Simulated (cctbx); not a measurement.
**Symmetry from intensities**

Cell: a = 8.3800 Å, b = 8.3800 Å, c = 4.7570 Å, α = 90.00°, β = 90.00°, γ = 90.00°. Expected content of the cell: Mo4 Ga16.

The data are simulated with cctbx, not measured: synchrotron X-rays, λ = 0.4959 Å, to d = 0.84 Å, 95 % of the full sphere, strongest reflection 70000 counts, noise from counting, a 6 % proportional error and a noise floor of 2 counts (s.d.); no absorption, some extinction.

Tests on the unmerged data give:

```text
2207 reflections to d = 0.844 A
centring   violations  <I/sigma> of those
    A        950 of  1108     12.1
    B        953 of  1110     12.1
    C        839 of  1124     10.0
    I        962 of  1121     11.9
    R       1246 of  1475     11.9
    F       1371 of  1671     11.4
Laue class    unique    Rint  (classes that these axes allow; Friedel mates merged)
P -1             1158   0.035
P 1 2/m 1         628   0.042
P 1 1 2/m         659   0.040
P 2/m 1 1         629   0.041
P m m m           378   0.044
P 4/m             332   0.045
P 4/m m m         207   0.046
space group    extra absences  I>4sigma  <I/sigma>
P 4 2 2                 0          0         -  acentric
P 4 21 2               20          0       0.2  acentric
P 4 m m                 0          0         -  acentric
P 4 b m               171          0       0.0  acentric
P -4 2 m                0          0         -  acentric
P -4 21 m              20          0       0.2  acentric
P -4 m 2                0          0         -  acentric
P -4 b 2              171          0       0.0  acentric
P 4/m m m               0          0         -  centric
P 4/m b m             171          0       0.0  centric
Wilson B = 0.66 A^2   <|E^2-1|> = 0.902 (0.968 centric, 0.736 acentric)   E^2>4: 3.1 %
shell (A)         n   <I/sigma>
 8.38 - 1.68     33     30.1
 1.68 - 1.34     31     38.0
 1.34 - 1.17     22     30.5
 1.17 - 1.06     26     34.7
 1.06 - 0.99     24     39.5
 0.99 - 0.93     25     35.7
 0.93 - 0.88     25     39.1
 0.88 - 0.84     21     31.8
```

Q: Read the symmetry from these tables.

Every centring test has many violations, so the lattice is primitive.

Rint stays low (0.035 to 0.046) up to P 4/m m m, the highest class in these axes.

10 settings pass the absence test. The most absences obeyed, 171, belong to P 4 b m, P -4 b 2 and P 4/m b m, which absences can't tell apart.

⟨|E²−1|⟩ = 0.902 leans to a centrosymmetric structure. The Wilson B of 0.66 Å² means U ≈ 0.0084 Å².

The true group is P4/mbm (no. 127), Laue class 4/mmm, centrosymmetric. The tables only narrow the choice to the tied entries; cell content, site symmetry and trial solutions must settle it.

The model was made for the exercise: a known structure type with other elements put in, its volume estimated, not relaxed; displacement parameters are assumed.

[Logs are printed without paths, hosts, clocks, repeated set-up lines and the standing remarks that a program may print on its own settings, such as how far it seeks lower states.]
